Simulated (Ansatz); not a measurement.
# Deformation potentials of KCdCO3F (P-6m2) by GW, part 2 of 2

Wanted: gap changes of KCdCO3F (P-6m2) under several strains (per length; ions relaxed at each).

Ansatz 0.2.0; a semilocal functional, HSE06 and G0W0, plane waves, PAW. Known limits of the many-body steps: not at the basis limit; d shell near the gap, gap tends to lie low; no spin-orbit coupling.

So far. Step 13 (Hydrostatic -0.5 %: G0W0): The gap on the mesh goes from 1.91 eV to 3.94 eV, a correction of +2.03 eV. Between the two edge states, bare exchange in place of the xc potential would open the gap by 10.35 eV, and correlation takes back 8.33 eV. Step 14 (Hydrostatic -0.5 %: HSE06): The gap stands +1.81 eV against PBE.

## 15. Uniaxial along z -3.0 %: relaxing the ions

This step: DFT, PBE, plane waves, PAW; PAW set soft_1.

The cell differs from the one that the last finished run ended in (a 5.107 → 5.132 Å, b 5.107 → 5.132 Å, c 4.410 → 4.299 Å).

input.yaml reads:

```yaml
crystal:
  lattice:
    - [5.1324, 0.0, 0.0]
    - [-2.5662, 4.4447887824, 0.0]
    - [0.0, 0.0, 4.299428]
  atoms:
    - { symbol: K, position: [0.0, 0.0, 0.0] }
    - { symbol: Cd, position: [0.6666666667, 0.3333333333, 0.5] }
    - { symbol: C, position: [0.3333333333, 0.6666666667, 0.5] }
    - { symbol: O, position: [0.1878970915, 0.3757941831, 0.5] }
    - { symbol: O, position: [0.1878970915, 0.8121029085, 0.5] }
    - { symbol: O, position: [0.6242058169, 0.8121029085, 0.5] }
    - { symbol: F, position: [0.6666666667, 0.3333333333, 0.0] }
kpoints:
  mp_grid: { grid: [6, 6, 6] }
hamiltonian:
  xc: pbe
  pseudopotentials: { kind: paw, azcp: { folder: soft_1 } }
scf:
  occupations: { method: fermi_dirac, width: 0.02 }
relax:
  f_tol: 0.01
output:
  write_density: true
  write_potential: true
  elf: true
  volumetric_format: npy
```

Run with:

```bash
$ ansatz run input.yaml --threads 2 --pin off --max-ram 92160MiB --backend cuda --events-out ev --progress --plain --runs-dir out --devices 1 --max-vram 13GiB
```

It took 10 s on 1 × NVIDIA H100 80GB HBM3 (shared by 6 runs) with 2 threads of AMD EPYC 7R13 (Zen 3), shared host; peak memory 0.99 GiB; 9.4 s of CPU time.

Hardly anything moved in the relaxation; the energy changed by under 0.2 meV an atom.

## 16. Uniaxial along z -3.0 %: PBE

input.yaml reads:

```yaml
crystal:
  lattice:
    - [5.1324, 0.0, 0.0]
    - [-2.5662, 4.4447887824, 0.0]
    - [0.0, 0.0, 4.299428]
  atoms:
    - { symbol: K, position: [0.0, 0.0, 0.0] }
    - { symbol: Cd, position: [0.6666666667, 0.3333333333, 0.5] }
    - { symbol: C, position: [0.3333333333, 0.6666666667, 0.5] }
    - { symbol: O, position: [0.1880323346, 0.3760646692, 0.5] }
    - { symbol: O, position: [0.1880323346, 0.8119676654, 0.5] }
    - { symbol: O, position: [0.6239353308, 0.8119676654, 0.5] }
    - { symbol: F, position: [0.6666666667, 0.3333333333, 0.0] }
kpoints:
  mp_grid: { grid: [6, 6, 6] }
  band_path:
    path:
      - [0.0, 0.0, 0.0]
      - [0.5, 0.0, 0.0]
      - [0.33333333, 0.33333333, 0.0]
      - [0.0, 0.0, 0.5]
      - [0.5, 0.0, 0.5]
      - [0.33333333, 0.33333333, 0.5]
    npoints: 1
hamiltonian:
  xc: pbe
  pseudopotentials: { kind: paw, azcp: { folder: soft_1 } }
scf:
  occupations: { method: fermi_dirac, width: 0.02 }
  n_extra_bands: 6
output:
  eigenvalues: true
  forces: true
  stress: true
  write_density: true
  write_potential: true
  elf: true
  volumetric_format: npy
```

The job ended after 11 s (1 × NVIDIA H100 80GB HBM3 (shared by 6 runs) with 2 threads; peak memory 0.97 GiB).

This step gave:

```yaml
pressure: 2.932 GPa
gap: 1.976 eV
valence_top_at: A
conduction_bottom_at: Γ
least_direct_gap: 1.983 eV
```

The gap is indirect, with the least direct gap 0.007 eV higher.

## 17. Uniaxial along z -3.0 %: G0W0

This step: G0W0 on PBE, plane waves, PAW; PAW set soft_1.

input.yaml, the sections that differ from step 16:

```yaml
kpoints:
  mp_grid: { grid: [6, 6, 6] }
scf:
  occupations: { method: fixed }
gw:
  n_empty_bands: 380
  ecut_chi: 140
  qp_bands: [v2, c2]
  qp_kpoints: band_edges
  screening: { model: contour_deformation }
# crystal, hamiltonian: as in step 16
# output: removed
```

The job ended after 3.4 min (1 × NVIDIA H100 80GB HBM3 (shared by 6 runs) with 2 threads; peak memory 2.4 GiB; 5.7 min of CPU time).

This step gave:

| Property | Result |
| --- | --- |
| bands summed | 409 |
| RPA ε∞ on this mesh (eigenvalues) | 2.353, 2.880, 2.880 |
| plane waves in the screening matrix | 369 |
| G0W0 gap on the mesh | 4.029 eV |
| k of the valence top | 0, 0, -0.5 |
| k of the conduction bottom | 0, 0, 0 |
| starting gap on the mesh | 1.976 eV |
| least direct G0W0 gap on the computed points | 4.037 eV |

The gap on the mesh goes from 1.98 eV to 4.03 eV, a correction of +2.05 eV. Between the two edge states, bare exchange in place of the xc potential would open the gap by 10.39 eV, and correlation takes back 8.34 eV.

## 18. Uniaxial along z -3.0 %: HSE06

This step: DFT, HSE06, plane waves, PAW; PAW set soft_1.

input.yaml, as its differences from that of step 17:

```diff
@@ -15,4 +15,13 @@
   mp_grid: { grid: [6, 6, 6] }
+  band_path:
+    path:
+      - [0.0, 0.0, 0.0]
+      - [0.5, 0.0, 0.0]
+      - [0.33333333, 0.33333333, 0.0]
+      - [0.0, 0.0, 0.5]
+      - [0.5, 0.0, 0.5]
+      - [0.33333333, 0.33333333, 0.5]
+    npoints: 1
 hamiltonian:
-  xc: pbe
+  xc: hse06
   pseudopotentials: { kind: paw, azcp: { folder: soft_1 } }
@@ -20,7 +29,4 @@
   occupations: { method: fixed }
-gw:
-  n_empty_bands: 380
-  ecut_chi: 140
-  qp_bands: [v2, c2]
-  qp_kpoints: band_edges
-  screening: { model: contour_deformation }
+  n_extra_bands: 6
+output:
+  eigenvalues: true
```

Wall time 91 s (1 × NVIDIA H100 80GB HBM3 (shared by 6 runs) with 2 threads); peak memory 1.7 GiB; 2.3 min of CPU time.

This step gave:

```yaml
gap: 3.793 eV
valence_top_at: A
conduction_bottom_at: Γ
least_direct_gap: 3.800 eV
```

The gap stands +1.82 eV against PBE.

## 19. Biaxial in xy +1.0 %: relaxing the ions

This step: DFT, PBE, plane waves, PAW; PAW set soft_1.

The cell differs from the one that the last finished run ended in (a 5.132 → 5.184 Å, b 5.132 → 5.184 Å, c 4.299 → 4.432 Å).

input.yaml reads:

```yaml
crystal:
  lattice:
    - [5.183724, 0.0, 0.0]
    - [-2.591862, 4.4892366702, 0.0]
    - [0.0, 0.0, 4.4324]
  atoms:
    - { symbol: K, position: [0.0, 0.0, 0.0] }
    - { symbol: Cd, position: [0.6666666667, 0.3333333333, 0.5] }
    - { symbol: C, position: [0.3333333333, 0.6666666667, 0.5] }
    - { symbol: O, position: [0.1878970915, 0.3757941831, 0.5] }
    - { symbol: O, position: [0.1878970915, 0.8121029085, 0.5] }
    - { symbol: O, position: [0.6242058169, 0.8121029085, 0.5] }
    - { symbol: F, position: [0.6666666667, 0.3333333333, 0.0] }
kpoints:
  mp_grid: { grid: [6, 6, 6] }
hamiltonian:
  xc: pbe
  pseudopotentials: { kind: paw, azcp: { folder: soft_1 } }
scf:
  occupations: { method: fermi_dirac, width: 0.02 }
relax:
  f_tol: 0.01
```

Elapsed: 14 s, on 1 × NVIDIA H100 80GB HBM3 (shared by 6 runs) with 2 threads; peak memory 0.98 GiB; 17 s of CPU time.

Relaxation path:

| step | energy less that of the first step (eV) | largest force component (eV/Å) |
| --- | --- | --- |
| 1 | 0.0000 | 0.7297 |
| 2 | -0.0116 | 0.2072 |
| 3 | -0.0126 | 0.0038 |
| 4 | -0.0126 | 0.0033 |

The run keeps the 12 symmetry operations that it works with, so distortions that break them were not tested.

The atoms that moved most (Å):

| atom | dx | dy | dz | length |
| --- | --- | --- | --- | --- |
| O4 | 0.000 | 0.011 | 0.000 | 0.011 |
| O5 | 0.010 | -0.006 | 0.000 | 0.011 |
| O6 | -0.010 | -0.006 | 0.000 | 0.011 |

Final coordinates:

```cif
data_structure
_symmetry_space_group_name_H-M 'P 1'
_symmetry_Int_Tables_number 1
_cell_length_a 5.1837
_cell_length_b 5.1837
_cell_length_c 4.4324
_cell_angle_alpha 90.000
_cell_angle_beta 90.000
_cell_angle_gamma 120.000
_cell_volume 103.15
loop_
_atom_site_label
_atom_site_type_symbol
_atom_site_fract_x
_atom_site_fract_y
_atom_site_fract_z
_atom_site_occupancy
K1 K 0.00000 0.00000 0.00000 1
Cd2 Cd 0.66667 0.33333 0.50000 1
C3 C 0.33333 0.66667 0.50000 1
O4 O 0.18917 0.37834 0.50000 1
O5 O 0.18917 0.81083 0.50000 1
O6 O 0.62166 0.81083 0.50000 1
F7 F 0.66667 0.33333 0.00000 1
```

## 20. Biaxial in xy +1.0 %: PBE

input.yaml reads:

```yaml
crystal:
  lattice:
    - [5.183724, 0.0, 0.0]
    - [-2.591862, 4.4892366702, 0.0]
    - [0.0, 0.0, 4.4324]
  atoms:
    - { symbol: K, position: [0.0, 0.0, 0.0] }
    - { symbol: Cd, position: [0.6666666667, 0.3333333333, 0.5] }
    - { symbol: C, position: [0.3333333333, 0.6666666667, 0.5] }
    - { symbol: O, position: [0.189171337, 0.378342674, 0.5] }
    - { symbol: O, position: [0.189171337, 0.810828663, 0.5] }
    - { symbol: O, position: [0.621657326, 0.810828663, 0.5] }
    - { symbol: F, position: [0.6666666667, 0.3333333333, 0.0] }
kpoints:
  mp_grid: { grid: [6, 6, 6] }
  band_path:
    path:
      - [0.0, 0.0, 0.0]
      - [0.5, 0.0, 0.0]
      - [0.33333333, 0.33333333, 0.0]
      - [0.0, 0.0, 0.5]
      - [0.5, 0.0, 0.5]
      - [0.33333333, 0.33333333, 0.5]
    npoints: 1
hamiltonian:
  xc: pbe
  pseudopotentials: { kind: paw, azcp: { folder: soft_1 } }
scf:
  occupations: { method: fermi_dirac, width: 0.02 }
  n_extra_bands: 6
output:
  eigenvalues: true
  forces: true
  stress: true
```

Elapsed: 9.6 s, on 1 × NVIDIA H100 80GB HBM3 (shared by 6 runs) with 2 threads; peak memory 0.94 GiB; 11 s of CPU time.

This step gave:

```yaml
pressure: -0.3550 GPa
gap: 1.720 eV
valence_top_at: A
conduction_bottom_at: Γ
least_direct_gap: 1.724 eV
```

The gap is indirect, with the least direct gap 0.005 eV higher.

## 21. Biaxial in xy +1.0 %: G0W0

This step: G0W0 on PBE, plane waves, PAW; PAW set soft_1.

input.yaml, the sections that differ from step 20:

```yaml
kpoints:
  mp_grid: { grid: [6, 6, 6] }
scf:
  occupations: { method: fixed }
gw:
  n_empty_bands: 380
  ecut_chi: 140
  qp_bands: [v2, c2]
  qp_kpoints: band_edges
  screening: { model: contour_deformation }
# crystal, hamiltonian: as in step 20
# output: removed
```

It took 2.6 min on 1 × NVIDIA H100 80GB HBM3 (shared by 6 runs) with 2 threads; peak memory 2.5 GiB.

This step gave:

```yaml
bands_summed: 409
rpa_eps_infinity_on_this_mesh_eigenvalues: 2.331, 2.881, 2.881
plane_waves_in_the_screening_matrix: 381
g0w0_gap_on_the_mesh: 3.711 eV
k_of_the_valence_top: 0, 0, -0.5
k_of_the_conduction_bottom: 0, 0, 0
starting_gap_on_the_mesh: 1.720 eV
least_direct_g0w0_gap_on_the_computed_points: 3.717 eV
```

The gap on the mesh goes from 1.72 eV to 3.71 eV, a correction of +1.99 eV. Between the two edge states, bare exchange in place of the xc potential would open the gap by 10.30 eV, and correlation takes back 8.31 eV.

## 22. Biaxial in xy +1.0 %: HSE06

This step: DFT, HSE06, plane waves, PAW; PAW set soft_1.

input.yaml, as its differences from that of step 21:

```diff
@@ -15,4 +15,13 @@
   mp_grid: { grid: [6, 6, 6] }
+  band_path:
+    path:
+      - [0.0, 0.0, 0.0]
+      - [0.5, 0.0, 0.0]
+      - [0.33333333, 0.33333333, 0.0]
+      - [0.0, 0.0, 0.5]
+      - [0.5, 0.0, 0.5]
+      - [0.33333333, 0.33333333, 0.5]
+    npoints: 1
 hamiltonian:
-  xc: pbe
+  xc: hse06
   pseudopotentials: { kind: paw, azcp: { folder: soft_1 } }
@@ -20,7 +29,4 @@
   occupations: { method: fixed }
-gw:
-  n_empty_bands: 380
-  ecut_chi: 140
-  qp_bands: [v2, c2]
-  qp_kpoints: band_edges
-  screening: { model: contour_deformation }
+  n_extra_bands: 6
+output:
+  eigenvalues: true
```

Wall time 52 s (1 × NVIDIA H100 80GB HBM3 (shared by 6 runs) with 2 threads); peak memory 1.8 GiB; 74 s of CPU time.

This step gave:

| Quantity | Value |
| --- | --- |
| gap | 3.508 eV |
| valence top at | A |
| conduction bottom at | Γ |
| least direct gap | 3.513 eV |

The gap stands +1.79 eV against PBE.

## 23. Uniaxial along x +2.0 %: relaxing the ions

This step: DFT, PBE, plane waves, PAW; PAW set soft_1.

The cell differs from the one that the last finished run ended in (a 5.184 → 5.235 Å, b 5.184 → 5.158 Å, γ 120.0 → 120.5°).

input.yaml reads:

```yaml
crystal:
  lattice:
    - [5.235048, 0.0, 0.0]
    - [-2.617524, 4.4447887824, 0.0]
    - [0.0, 0.0, 4.4324]
  atoms:
    - { symbol: K, position: [0.0, 0.0, 0.0] }
    - { symbol: Cd, position: [0.6666666667, 0.3333333333, 0.5] }
    - { symbol: C, position: [0.3333333333, 0.6666666667, 0.5] }
    - { symbol: O, position: [0.1878970915, 0.3757941831, 0.5] }
    - { symbol: O, position: [0.1878970915, 0.8121029085, 0.5] }
    - { symbol: O, position: [0.6242058169, 0.8121029085, 0.5] }
    - { symbol: F, position: [0.6666666667, 0.3333333333, 0.0] }
kpoints:
  mp_grid: { grid: [6, 6, 6] }
hamiltonian:
  xc: pbe
  pseudopotentials: { kind: paw, azcp: { folder: soft_1 } }
scf:
  occupations: { method: fermi_dirac, width: 0.02 }
relax:
  f_tol: 0.01
```

It took 18 s on 1 × NVIDIA H100 80GB HBM3 (shared by 6 runs) with 2 threads; peak memory 0.99 GiB; 23 s of CPU time.

The steps of the relaxation:

| step | energy less that of the first step (eV) | largest force component (eV/Å) |
| --- | --- | --- |
| 1 | 0.0000 | 0.9452 |
| 2 | -0.0175 | 0.3097 |
| 3 | -0.0195 | 0.0230 |
| 4 | -0.0196 | 0.0132 |
| 5 | -0.0197 | 0.0115 |
| 6 | -0.0197 | 0.0245 |
| 7 | -0.0197 | 0.0116 |
| 8 | -0.0197 | 0.0007 |

The run keeps the 4 symmetry operations that it works with, so distortions that break them were not tested.

The atoms that moved most (Å):

| atom | dx | dy | dz | length |
| --- | --- | --- | --- | --- |
| F7 | 0.000 | 0.026 | 0.000 | 0.026 |
| O5 | 0.021 | -0.001 | 0.000 | 0.021 |
| O6 | -0.021 | -0.001 | 0.000 | 0.021 |
| Cd2 | 0.000 | -0.011 | 0.000 | 0.011 |
| K1 | 0.000 | -0.006 | 0.000 | 0.006 |
| C3 | 0.000 | -0.005 | 0.000 | 0.005 |

Final coordinates:

```cif
data_structure
_symmetry_space_group_name_H-M 'P 1'
_symmetry_Int_Tables_number 1
_cell_length_a 5.2350
_cell_length_b 5.1583
_cell_length_c 4.4324
_cell_angle_alpha 90.000
_cell_angle_beta 90.000
_cell_angle_gamma 120.494
_cell_volume 103.14
loop_
_atom_site_label
_atom_site_type_symbol
_atom_site_fract_x
_atom_site_fract_y
_atom_site_fract_z
_atom_site_occupancy
K1 K 0.99935 0.99869 0.00000 1
Cd2 Cd 0.66546 0.33093 0.50000 1
C3 C 0.33275 0.66550 0.50000 1
O4 O 0.18757 0.37513 0.50000 1
O5 O 0.19184 0.81194 0.50000 1
O6 O 0.62010 0.81194 0.50000 1
F7 F 0.66960 0.33920 0.00000 1
```

## 24. Uniaxial along x +2.0 %: PBE

input.yaml reads:

```yaml
crystal:
  lattice:
    - [5.235048, 0.0, 0.0]
    - [-2.617524, 4.4447887824, 0.0]
    - [0.0, 0.0, 4.4324]
  atoms:
    - { symbol: K, position: [-0.0006542311, -0.0013084622, 0.0] }
    - { symbol: Cd, position: [0.6654627269, 0.3309254538, 0.5] }
    - { symbol: C, position: [0.332751015, 0.6655020299, 0.5] }
    - { symbol: O, position: [0.1875650469, 0.3751300938, 0.5] }
    - { symbol: O, position: [0.1918439532, 0.8119444194, 0.5] }
    - { symbol: O, position: [0.6201004662, 0.8119444194, 0.5] }
    - { symbol: F, position: [0.6695976896, 0.3391953792, 0.0] }
kpoints:
  mp_grid: { grid: [6, 6, 6] }
  band_path:
    path:
      - [0.0, 0.0, 0.0]
      - [0.5, 0.0, 0.0]
      - [0.33333333, 0.33333333, 0.0]
      - [0.0, 0.0, 0.5]
      - [0.5, 0.0, 0.5]
      - [0.33333333, 0.33333333, 0.5]
    npoints: 1
hamiltonian:
  xc: pbe
  pseudopotentials: { kind: paw, azcp: { folder: soft_1 } }
scf:
  occupations: { method: fermi_dirac, width: 0.02 }
  n_extra_bands: 6
output:
  eigenvalues: true
  forces: true
  stress: true
  write_density: true
  write_potential: true
  elf: true
  volumetric_format: npy
```

Run time: 8.9 s. Hardware: 1 × NVIDIA H100 80GB HBM3 (shared by 6 runs) with 2 threads; peak memory 0.97 GiB.

This step gave:

| Property | Result |
| --- | --- |
| pressure | -0.3294 GPa |
| gap | 1.720 eV |
| valence top at | A |
| conduction bottom at | Γ |
| least direct gap | 1.725 eV |

The gap is indirect, with the least direct gap 0.005 eV higher.

## 25. Uniaxial along x +2.0 %: G0W0

This step: G0W0 on PBE, plane waves, PAW; PAW set soft_1.

input.yaml, the sections that differ from step 24:

```yaml
kpoints:
  mp_grid: { grid: [6, 6, 6] }
scf:
  occupations: { method: fixed }
gw:
  n_empty_bands: 380
  ecut_chi: 140
  qp_bands: [v2, c2]
  qp_kpoints: band_edges
  screening: { model: contour_deformation }
# crystal, hamiltonian: as in step 24
# output: removed
```

It took 6.2 min on 1 × NVIDIA H100 80GB HBM3 (shared by 6 runs) with 2 threads; peak memory 3.6 GiB; 11 min of CPU time.

This step gave:

* bands summed: 409
* RPA ε∞ on this mesh (eigenvalues): 2.330, 2.874, 2.886
* plane waves in the screening matrix: 385
* G0W0 gap on the mesh: 3.713 eV
* k of the valence top: 0, 0, -0.5
* k of the conduction bottom: 0, 0, 0
* starting gap on the mesh: 1.720 eV
* least direct G0W0 gap on the computed points: 3.719 eV

The gap on the mesh goes from 1.72 eV to 3.71 eV, a correction of +1.99 eV. Between the two edge states, bare exchange in place of the xc potential would open the gap by 10.30 eV, and correlation takes back 8.31 eV.

## 26. Uniaxial along x +2.0 %: HSE06

This step: DFT, HSE06, plane waves, PAW; PAW set soft_1.

input.yaml, as its differences from that of step 25:

```diff
@@ -15,4 +15,13 @@
   mp_grid: { grid: [6, 6, 6] }
+  band_path:
+    path:
+      - [0.0, 0.0, 0.0]
+      - [0.5, 0.0, 0.0]
+      - [0.33333333, 0.33333333, 0.0]
+      - [0.0, 0.0, 0.5]
+      - [0.5, 0.0, 0.5]
+      - [0.33333333, 0.33333333, 0.5]
+    npoints: 1
 hamiltonian:
-  xc: pbe
+  xc: hse06
   pseudopotentials: { kind: paw, azcp: { folder: soft_1 } }
@@ -20,7 +29,4 @@
   occupations: { method: fixed }
-gw:
-  n_empty_bands: 380
-  ecut_chi: 140
-  qp_bands: [v2, c2]
-  qp_kpoints: band_edges
-  screening: { model: contour_deformation }
+  n_extra_bands: 6
+output:
+  eigenvalues: true
```

Run time: 51 s. Hardware: 1 × NVIDIA H100 80GB HBM3 (shared by 6 runs) with 2 threads; peak memory 2.1 GiB.

Numbers from this step:

* gap: 3.509 eV
* valence top at: A
* conduction bottom at: Γ
* least direct gap: 3.514 eV

The gap stands +1.79 eV against PBE.

## 27. Gaps under strain

Gaps in eV; G0W0 is the start's gap plus the shift on one mesh and one count of bands for all cells.

| strain | PBE | G0W0@PBE | HSE06 | change, PBE | change, G0W0@PBE | change, HSE06 |
| --- | --- | --- | --- | --- | --- | --- |
| unstrained | 1.83 | 3.85 | 3.63 | - | - | - |
| hydrostatic -1.0 % | 1.99 | 4.04 | 3.81 | +0.159 | +0.190 | +0.175 |
| hydrostatic -0.5 % | 1.91 | 3.94 | 3.72 | +0.079 | +0.095 | +0.087 |
| uniaxial along z -3.0 % | 1.98 | 4.03 | 3.79 | +0.142 | +0.183 | +0.161 |
| biaxial in xy +1.0 % | 1.72 | 3.71 | 3.51 | −0.114 | −0.135 | −0.124 |
| uniaxial along x +2.0 % | 1.72 | 3.71 | 3.51 | −0.113 | −0.133 | −0.124 |

## 28. Summary of results

```
unstrained              : PBE 1.83, G0W0@PBE 3.85, HSE06 3.63 eV
hydrostatic -1.0 %      : PBE 1.99, G0W0@PBE 4.04, HSE06 3.81 eV
hydrostatic -0.5 %      : PBE 1.91, G0W0@PBE 3.94, HSE06 3.72 eV
uniaxial along z -3.0 % : PBE 1.98, G0W0@PBE 4.03, HSE06 3.79 eV
biaxial in xy +1.0 %    : PBE 1.72, G0W0@PBE 3.71, HSE06 3.51 eV
uniaxial along x +2.0 % : PBE 1.72, G0W0@PBE 3.71, HSE06 3.51 eV
```

**Reading.** Hydrostatic -1.0 %: the G0W0@PBE gap changes by +0.19 eV. Hydrostatic -0.5 %: the G0W0@PBE gap changes by +0.10 eV. Uniaxial along z -3.0 %: the G0W0@PBE gap changes by +0.18 eV. Biaxial in xy +1.0 %: the G0W0@PBE gap changes by −0.14 eV. The slope for hydrostatic strain is −0.190 eV for each per cent, between hydrostatic -1.0 % and unstrained. The slope for uniaxial z strain is −0.061 eV for each per cent, between uniaxial along z -3.0 % and unstrained. The slope for biaxial xy strain is −0.135 eV for each per cent, between unstrained and biaxial in xy +1.0 %. The slope for uniaxial x strain is −0.067 eV for each per cent, between unstrained and uniaxial along x +2.0 %. PBE misses the unstrained G0W0@PBE gap by −2.01 eV but its changes by 0.040 eV at most. HSE06 misses the unstrained G0W0@PBE gap by −0.21 eV but its changes by 0.022 eV at most. Levels are read on the mesh, at the zone's corners and at the band edges found on the unstrained path, so a valley that moves off them is missed. The count of screening plane waves jumps between cells, which leaves noise of a few hundredths of an eV in G0W0. A d shell, filled or nearly so, lies near the gap. One-shot GW converges very slowly in bands there, not always from below, and on a semilocal start the gap tends to come out low; starts rich in exact exchange can overshoot instead. The many-body steps are scalar-relativistic: spin-orbit coupling is not in them.

[Paths, hosts, dates, memory and timing lines, banners, echoed tables and standing remarks are left out of the program output.]

[Logs are printed without paths, hosts, clocks, repeated set-up lines and the standing remarks that a program may print on its own settings, such as how far it seeks lower states.]

[Runs of the session that timed out or met a known fault of the program may be left out.]

[Cells called generated may have been cut or substituted from an entry of the Crystallography Open Database or the Materials Project.]

[Hosts, paths, dates, database ids (printed as entryN), source tags and the programs' standing remarks are cut or masked in the printed files.]
